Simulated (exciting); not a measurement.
**LiCNO: the C K edge from the Bethe–Salpeter equation**

How far do the exchange and direct terms reshape the C K edge of LiCNO?

Method: X-ray absorption, core-level Bethe-Salpeter equation, exchange and statically screened direct term, Tamm-Dancoff, all-electron LAPW+lo LDA, in exciting sodium.

## 1. The starting structure

The structure is trigonal, space group R3m (No. 160). The conventional cell has a = 3.288 Å, b = 3.288 Å, c = 14.286 Å, α = 90.00°, β = 90.00°, γ = 120.00°. Nearest to O lie 1 C at 1.23 Å and 3 Li at 2.28 Å. Nearest to N lie 1 C at 1.19 Å and 3 Li at 2.18 Å. Nearest to C lie 1 N at 1.19 Å and 1 O at 1.23 Å. Li has 3 N at 2.18 Å and 3 O at 2.28 Å nearest. Farther neighbours and most contacts between anions are not listed.

Coordinates:

```cif
data_structure
_symmetry_space_group_name_H-M 'R3m:H'
_symmetry_Int_Tables_number 160
_cell_length_a 3.2880
_cell_length_b 3.2880
_cell_length_c 14.2862
_cell_angle_alpha 90.000
_cell_angle_beta 90.000
_cell_angle_gamma 120.000
_cell_volume 133.75
loop_
_atom_site_label
_atom_site_type_symbol
_atom_site_symmetry_multiplicity
_atom_site_Wyckoff_symbol
_atom_site_fract_x
_atom_site_fract_y
_atom_site_fract_z
_atom_site_occupancy
O1 O 3 a 0.33333 0.66667 0.24999 1
N1 N 3 a 0.33333 0.66667 0.08063 1
C1 C 3 a 0.33333 0.66667 0.16413 1
Li1 Li 3 a 0.00000 0.00000 0.00526 1
```

Differences between curves are given as r.m.s. difference over r.m.s. height.

## 2. Ground state

The species files are the program's own, with muffin-tin radii set in the input.

input.xml reads:

```
<input>
  <title>LiCNO</title>
  <structure speciespath="." autormt="false" epslat="1.0e-5">
    <crystal>
      <basevect>3.1066874129 1.7936468141 8.9989777145</basevect>
      <basevect>-3.1066874129 1.7936468141 8.9989777145</basevect>
      <basevect>0.0000000000 -3.5872936282 8.9989777145</basevect>
    </crystal>
    <species speciesfile="O.xml" rmt="1.155">
      <atom coord="0.5833190000 0.5833190000 0.5833190000"/>
    </species>
    <species speciesfile="N.xml" rmt="1.093">
      <atom coord="0.4139600000 0.4139600000 0.4139600000"/>
    </species>
    <species speciesfile="C.xml" rmt="1.093">
      <atom coord="0.4974620000 0.4974620000 0.4974620000"/>
    </species>
    <species speciesfile="Li.xml" rmt="1.585">
      <atom coord="0.0052590000 0.0052590000 0.0052590000"/>
    </species>
  </structure>
  <groundstate do="fromscratch" xctype="LDA_PW" ngridk="4 4 4" rgkmax="7" gmaxvr="17" nempty="8" swidth="0.001" maxscl="100" epsengy="1e-5"/>
</input>
```

Command:

```bash
OMP_NUM_THREADS=1 mpirun -n 4 exciting
```

Numbers of over 12 decimals in the logs are rounded to 6 here.

Log:

```text
EXCITING SODIUM started
********************************************************************************
* Ground-state run starting from atomic densities                              *
********************************************************************************
+ Starting initialization                                                      +
[... lattice and species ...]
 Spin treatment                             :    spin-unpolarised
 Number of Bravais lattice symmetries       :      12
[...]
valence-band maximum at   17      0.5000  0.5000  0.5000
     conduction-band minimum at    1      0.0000  0.0000  0.0000
+ Self-consistent loop stopped                                                 +
 STATE.OUT is written
********************************************************************************
* Groundstate module stopped                                                   *
********************************************************************************
 Total time spent (seconds)                 :       226.71
| EXCITING SODIUM stopped                                                      =
[key lines of the parts left out:]
Total energy                               :      -174.49018611
Fermi energy                               :         0.10688804
```

It took 3.8 min on 4 MPI ranks of Intel Xeon at 2.70GHz, shared host.

The mesh shows a gap of 4.49 eV. Core levels (Dirac, from the valence top):

| atom | level | energy (eV) |
| --- | --- | --- |
| O | 1s1/2 | -501.6 |
| N | 1s1/2 | -370.8 |
| C | 1s1/2 | -262.8 |

## 3. A richer basis for the empty states

Each species file gets more local orbitals, built from u and its energy derivative at 0.15 Ha and u at 0.9 Ha.

input.xml is that of step 2.

SPECIES.xml, added lines reads:

```
<lo l="L">  <!-- L = 0, 1, 2 -->
  <wf matchingOrder="0" trialEnergy="0.1500" searchE="false"/>
  <wf matchingOrder="1" trialEnergy="0.1500" searchE="false"/>
  <wf matchingOrder="0" trialEnergy="0.9000" searchE="false"/>
</lo>
```

Command:

```bash
OMP_NUM_THREADS=1 mpirun -n 4 exciting
```

Log:

```text
EXCITING SODIUM started
********************************************************************************
* Ground-state run starting from atomic densities                              *
********************************************************************************
+ Starting initialization                                                      +
[... lattice and species ...]
 Spin treatment                             :    spin-unpolarised
 Number of Bravais lattice symmetries       :      12
[...]
valence-band maximum at   17      0.5000  0.5000  0.5000
     conduction-band minimum at    1      0.0000  0.0000  0.0000
+ Self-consistent loop stopped                                                 +
 STATE.OUT is written
********************************************************************************
* Groundstate module stopped                                                   *
********************************************************************************
 Total time spent (seconds)                 :       255.76
| EXCITING SODIUM stopped                                                      =
[key lines of the parts left out:]
Total energy                               :      -174.49074961
Fermi energy                               :         0.10701507
```

It took 4.3 min on 4 MPI ranks.

Against the first ground state the total energy moves by -4 meV an atom and the gap by 0.00 eV.

## 4. Screening, kernels and BSE for C atom 3

The absorber has 1 N at 1.19 Å and 1 O at 1.23 Å (linear, site symmetry 3m).

Edit input.xml of step 3 so:

```diff
@@ -21,3 +21,20 @@
   </structure>
-  <groundstate do="fromscratch" xctype="LDA_PW" ngridk="4 4 4" rgkmax="7" gmaxvr="17" nempty="8" swidth="0.001" maxscl="100" epsengy="1e-5"/>
+  <groundstate do="skip" xctype="LDA_PW" ngridk="4 4 4" rgkmax="7" gmaxvr="17" nempty="8" swidth="0.001" maxscl="100" epsengy="1e-5"/>
+  <xs xstype="BSE" ngridk="4 4 4" ngridq="4 4 4" vkloff="0.097 0.273 0.493" rgkmax="7" nempty="22" gqmax="3" lmaxapwwf="5" lmaxemat="2" broad="0.01654" tevout="true">
+    <energywindow intv="9.381 10.998" points="439"/>
+    <screening screentype="full" nempty="40"/>
+    <BSE xas="true" xasspecies="3" xasatom="1" xasedge="K" bsetype="singlet" nstlxas="1 18"/>
+    <qpointset>
+      <qpoint>0 0 0</qpoint>
+    </qpointset>
+    <plan>
+      <doonly task="xsgeneigvec"/>
+      <doonly task="writepmatxs"/>
+      <doonly task="scrgeneigvec"/>
+      <doonly task="scrwritepmat"/>
+      <doonly task="screen"/>
+      <doonly task="scrcoulint"/>
+      <doonly task="exccoulint"/>
+    </plan>
+  </xs>
 </input>
```

input.xml for the last start (plan only) reads:

```
  <plan>
    <doonly task="bse"/>
  </plan>
```

Command:

```bash
OMP_NUM_THREADS=1 mpirun -n 4 exciting
OMP_NUM_THREADS=4 exciting
```

Log:

```text
| EXCITING SODIUM started for task xsgeneigvec ( 301)                          =
One-shot GS runs for BSE calculations
One-shot GS runs for k+qmt/2 grids
Info(xsgeneigvec): Generating eigenvectors for Q-point      1
Info(xsgeneigvec): Generation of eigenvectors finished
| EXCITING SODIUM started for task writepmatxs ( 320)                          =
Info(writepmatxs): Momentum matrix elements finished
| EXCITING SODIUM started for task scrgeneigvec ( 401)                         =
One-shot GS runs for BSE calculations
One-shot GS runs for k+qmt/2 grids
[...]
Info(setup_bse_block): Setting up RR part of hamiltonian
Info(setup_bse_block): Singlet spin state
Info(bse): Diagonalizing RR Hamiltonian (TDA)
Info(bse): Invoking Lapack routine ZHEEVR
      2304 eigen solutions found in the interval:
         i1=       1 i2=    2304
Info(bse): Writing excition energies and oscillator strengths to text file.
Info(makespectrum_dist): Making spectrum using formula for coupling with time reversed AR basis.
Info(makespectrum_dist): Using formalism for vanishing momentum transfer.
Info(writederived): Writing quantities derived from the macroscopic dielectric function.
Info(bselauncher): Spectrum finished for iqmt=  1
Info(bselauncher): All done for BSE type singlet
```

Elapsed: 28 min, on 4 MPI ranks.

Wall time by task: xsgeneigvec 67 s, writepmatxs 10 s, scrgeneigvec 69 s, scrwritepmat 11 s, screen 6.9 min, scrcoulint 13 min, exccoulint 4.5 min, bse 14 s.

The C K spectrum of C atom 3 (energy from the Kohn–Sham onset, core level to the lowest empty state found on the meshes used, 267.27 eV; the ground-state mesh sets it, and the shifted mesh has its lowest transition 0.27 eV above it; Im ε scaled to the maximum of the singlet run; cut below the end of the band set):

| E (eV) | isotropic | ε ⊥ c | ε ∥ c |
| --- | --- | --- | --- |
| -8.0 | 0.02 | 0.03 | 0.00 |
| -7.5 | 0.03 | 0.04 | 0.00 |
| -7.0 | 0.05 | 0.07 | 0.00 |
| -6.5 | 0.08 | 0.11 | 0.00 |
| -6.0 | 0.15 | 0.22 | 0.00 |
| -5.5 | 0.37 | 0.55 | 0.00 |
| -5.0 | 0.96 | 1.43 | 0.00 |
| -4.5 | 0.55 | 0.83 | 0.00 |
| -4.0 | 0.20 | 0.30 | 0.00 |
| -3.5 | 0.10 | 0.14 | 0.01 |
| -3.0 | 0.06 | 0.08 | 0.01 |
| -2.5 | 0.04 | 0.05 | 0.03 |
| -2.0 | 0.04 | 0.04 | 0.05 |
| -1.5 | 0.03 | 0.03 | 0.03 |
| -1.0 | 0.03 | 0.03 | 0.02 |
| -0.5 | 0.04 | 0.04 | 0.03 |
| 0.0 | 0.05 | 0.06 | 0.03 |
| 0.5 | 0.05 | 0.06 | 0.03 |
| 1.0 | 0.04 | 0.04 | 0.03 |
| 1.5 | 0.03 | 0.03 | 0.03 |
| 2.0 | 0.03 | 0.03 | 0.03 |
| 2.5 | 0.03 | 0.03 | 0.04 |
| 3.0 | 0.03 | 0.03 | 0.05 |
| 3.5 | 0.03 | 0.03 | 0.05 |
| 4.0 | 0.04 | 0.03 | 0.06 |
| 4.5 | 0.05 | 0.04 | 0.07 |
| 5.0 | 0.04 | 0.03 | 0.06 |
| 5.5 | 0.03 | 0.02 | 0.05 |
| 6.0 | 0.04 | 0.03 | 0.06 |
| 6.5 | 0.04 | 0.03 | 0.06 |
| 7.0 | 0.04 | 0.03 | 0.06 |
| 7.5 | 0.04 | 0.04 | 0.05 |
| 8.0 | 0.06 | 0.06 | 0.05 |
| 8.5 | 0.08 | 0.08 | 0.07 |
| 9.0 | 0.08 | 0.08 | 0.09 |
| 9.5 | 0.08 | 0.07 | 0.08 |
| 10.0 | 0.07 | 0.07 | 0.07 |
| 10.5 | 0.06 | 0.05 | 0.06 |
| 11.0 | 0.05 | 0.04 | 0.06 |
| 11.5 | 0.05 | 0.04 | 0.06 |
| 12.0 | 0.06 | 0.05 | 0.08 |
| 12.5 | 0.05 | 0.04 | 0.07 |
| 13.0 | 0.05 | 0.03 | 0.07 |
| 13.5 | 0.06 | 0.04 | 0.09 |
| 14.0 | 0.08 | 0.05 | 0.13 |
| 14.5 | 0.08 | 0.05 | 0.15 |
| 15.0 | 0.08 | 0.03 | 0.16 |
| 15.5 | 0.07 | 0.02 | 0.16 |
| 16.0 | 0.07 | 0.02 | 0.16 |
| 16.5 | 0.08 | 0.02 | 0.20 |
| 17.0 | 0.10 | 0.02 | 0.26 |
| 17.5 | 0.09 | 0.02 | 0.22 |
| 18.0 | 0.08 | 0.02 | 0.19 |
| 18.5 | 0.07 | 0.02 | 0.18 |
| 19.0 | 0.07 | 0.02 | 0.16 |

Maxima (height): -4.9 eV (1.00).

The Hamiltonian has 2304 rows. The lowest groups of eigenvalues and the brightest ones, on the scale above (the program counts from the shifted mesh's onset, 0.27 eV higher). Core spinors bring spin-forbidden partners, so dark means forbidden by spin or by symmetry, and the shifted mesh splits states that symmetry would keep together:

| energy (eV) | states within 10 meV | relative strength |
| --- | --- | --- |
| -5.191 | 2 | dark |
| -4.908 | 2 | 1.00 |
| -2.021 | 1 | dark |
| -2.005 | 1 | 0.016 |
| -0.626 | 2 | 0.0046 |
| -0.547 | 2 | 6.2e-4 |
| 0.076 | 1 | 0.0065 |
| 8.735 | 2 | 0.0075 |
| 16.896 | 2 | 0.011 |
| 17.209 | 2 | 0.0096 |
| 17.282 | 2 | 0.011 |

## 5. Independent particles

Edit input.xml of step 4 so:

```diff
@@ -25,3 +25,3 @@
     <screening screentype="full" nempty="40"/>
-    <BSE xas="true" xasspecies="3" xasatom="1" xasedge="K" bsetype="singlet" nstlxas="1 18"/>
+    <BSE xas="true" xasspecies="3" xasatom="1" xasedge="K" bsetype="IP" nstlxas="1 18"/>
     <qpointset>
@@ -30,9 +30,3 @@
     <plan>
-      <doonly task="xsgeneigvec"/>
-      <doonly task="writepmatxs"/>
-      <doonly task="scrgeneigvec"/>
-      <doonly task="scrwritepmat"/>
-      <doonly task="screen"/>
-      <doonly task="scrcoulint"/>
-      <doonly task="exccoulint"/>
+      <doonly task="bse"/>
     </plan>
```

Command:

```bash
OMP_NUM_THREADS=4 exciting
```

Log:

```text
| EXCITING SODIUM started for task bse ( 445)                                  =
Info(bselauncher): Init time:    0.703838
Info(bselauncher): Setting up and diagonalizing BSE Hamiltonian.
Info(bselauncher): Using momentum transfer vectors from list :   1 to  1
Info(bselauncher): Distributing qmt-points over   1 processes.
Info(bselauncher): BSE type: IP
Info(bselauncher): Momentum transfer list index: iqmt=  1
Info(bselauncher): Momentum transfer: vqmtl=   0.000   0.000   0.000
Info(bse): Inspecting occupations...
Info(setranges_modxs): Number of non-reduced k-points:       64
[...]
highest unoccupied state:  27
  Opening gap with a scissor of:      0.000/H      0.000/eV
Info(select_transitions): Number of participating transitions:    2304
Info(bse): Selecting transitions...
Info(bse):bsegap (eV):   267.535525
Info(bse): IP requested, nothing much to do
Info(bse): Writing excition energies and oscillator strengths to text file.
Info(makespectrum_dist): Making spectrum using formula for coupling with time reversed AR basis.
Info(makespectrum_dist): Using formalism for vanishing momentum transfer.
Info(writederived): Writing quantities derived from the macroscopic dielectric function.
Info(bselauncher): Spectrum finished for iqmt=  1
Info(bselauncher): All done for BSE type IP
```

Run time: 3 s. Hardware: 4 threads.

Maxima (height): 2.7 eV (0.44), 11.8 eV (0.10), 13.6 eV (0.08) and 15.8 eV (0.09). The spectrum differs from the singlet run by 111 % r.m.s. Moving the earlier curve by +7.5 eV leaves 48 %. The highest maximum lies at 2.7 eV (0.44), against -4.9 eV (1.00).

## 6. Exchange alone

Edit input.xml of step 5 so:

```diff
@@ -25,3 +25,3 @@
     <screening screentype="full" nempty="40"/>
-    <BSE xas="true" xasspecies="3" xasatom="1" xasedge="K" bsetype="IP" nstlxas="1 18"/>
+    <BSE xas="true" xasspecies="3" xasatom="1" xasedge="K" bsetype="RPA" nstlxas="1 18"/>
     <qpointset>
```

Command:

```bash
OMP_NUM_THREADS=4 exciting
```

Log:

```text
| EXCITING SODIUM started for task bse ( 445)                                  =
Info(bselauncher): Init time:    0.911188
Info(bselauncher): Setting up and diagonalizing BSE Hamiltonian.
Info(bselauncher): Using momentum transfer vectors from list :   1 to  1
Info(bselauncher): Distributing qmt-points over   1 processes.
Info(bselauncher): BSE type: RPA
Info(bselauncher): Momentum transfer list index: iqmt=  1
Info(bselauncher): Momentum transfer: vqmtl=   0.000   0.000   0.000
Info(bse): Inspecting occupations...
Info(setranges_modxs): Number of non-reduced k-points:       64
[...]
Info(setup_bse_block): Setting up RR part of hamiltonian
Info(setup_bse_block): Using RPA approximation
Info(bse): Diagonalizing RR Hamiltonian (TDA)
Info(bse): Invoking Lapack routine ZHEEVR
      2304 eigen solutions found in the interval:
         i1=       1 i2=    2304
Info(bse): Writing excition energies and oscillator strengths to text file.
Info(makespectrum_dist): Making spectrum using formula for coupling with time reversed AR basis.
Info(makespectrum_dist): Using formalism for vanishing momentum transfer.
Info(writederived): Writing quantities derived from the macroscopic dielectric function.
Info(bselauncher): Spectrum finished for iqmt=  1
Info(bselauncher): All done for BSE type RPA
```

Elapsed: 16 s, on 4 threads.

Maxima (height): 3.0 eV (0.46), 11.8 eV (0.10), 13.6 eV (0.09) and 15.9 eV (0.09). Against the independent-particle run the r.m.s. difference is 18 %. Moving the earlier curve by +0.2 eV leaves 7 %. The highest maximum lies at 3.0 eV (0.46), against 2.7 eV (0.44).

## 7. The levels of theory side by side

| level | curve passes 0.15 (eV) | highest maximum (eV) | its height |
| --- | --- | --- | --- |
| IP | 0.9 | 2.7 | 0.44 |
| RPA | 1.1 | 3.0 | 0.46 |
| singlet | -6.0 | -4.9 | 1.00 |

| E (eV) | IP | RPA | singlet |
| --- | --- | --- | --- |
| -8.0 | 0.00 | 0.00 | 0.02 |
| -7.0 | 0.00 | 0.00 | 0.05 |
| -6.0 | 0.00 | 0.00 | 0.15 |
| -5.0 | 0.00 | 0.00 | 0.96 |
| -4.0 | 0.00 | 0.00 | 0.20 |
| -3.0 | 0.01 | 0.01 | 0.06 |
| -2.0 | 0.01 | 0.01 | 0.04 |
| -1.0 | 0.02 | 0.02 | 0.03 |
| 0.0 | 0.04 | 0.03 | 0.05 |
| 1.0 | 0.18 | 0.13 | 0.04 |
| 2.0 | 0.32 | 0.26 | 0.03 |
| 3.0 | 0.40 | 0.46 | 0.03 |
| 4.0 | 0.11 | 0.13 | 0.04 |
| 5.0 | 0.04 | 0.05 | 0.04 |
| 6.0 | 0.04 | 0.04 | 0.04 |
| 7.0 | 0.05 | 0.05 | 0.04 |
| 8.0 | 0.05 | 0.05 | 0.06 |
| 9.0 | 0.04 | 0.04 | 0.08 |
| 10.0 | 0.04 | 0.03 | 0.07 |
| 11.0 | 0.07 | 0.07 | 0.05 |
| 12.0 | 0.10 | 0.10 | 0.06 |
| 13.0 | 0.07 | 0.07 | 0.05 |
| 14.0 | 0.07 | 0.07 | 0.08 |
| 15.0 | 0.06 | 0.06 | 0.08 |
| 16.0 | 0.09 | 0.09 | 0.07 |
| 17.0 | 0.06 | 0.06 | 0.10 |
| 18.0 | 0.05 | 0.05 | 0.08 |
| 19.0 | 0.06 | 0.06 | 0.07 |

## 8. What came out

```
absorber and edge   : C K, atom 3
surroundings        : 1 N at 1.19 Å and 1 O at 1.23 Å (linear, site symmetry 3m)
first bright state  : -4.91 eV from the Kohn–Sham onset, on this mesh
highest maximum     : -4.9 eV
cost of the BSE run : 28 min on 4 MPI ranks of Intel Xeon at 2.70GHz, shared host; the last task ran on as many threads
```

What this shows: Is a core exciton bound? Yes on this mesh: the first bright state (over 5 % of the brightest) lies at -4.91 eV from the Kohn–Sham onset and at -5.18 eV from the lowest bare transition of its own mesh; weaker or dark states reach down to -5.19 eV. Exchange alone changes the independent-particle spectrum by 18 % r.m.s. Binding energies aren't converged on 64 k points, and fine structure above the first lines is partly noise of the mesh. Exchange and the short-range direct term aren't converged in the kernel cutoff. The zero comes from the unshifted 4×4×4 ground-state mesh; it is exact only where the band minimum lies on that mesh. The Kohn–Sham onset, 267 eV, is no photon energy (tabulated edge of the element: 284.2 eV): the scale needs a rigid shift. Bands and screening come from semilocal DFT, whose small gap overscreens. Vibrations and energy-dependent lifetimes are left out. The structure is a Materials Project entry, computed there, and may be a hypothetical form.

[Banner, clock and machine lines of the logs are left out without a mark of their own.]

[Logs are printed without paths, hosts, clocks, repeated set-up lines and the standing remarks that a program may print on its own settings, such as how far it seeks lower states.]

[Hosts, paths, dates, database ids (printed as entryN), source tags and the programs' standing remarks are cut or masked in the printed files.]
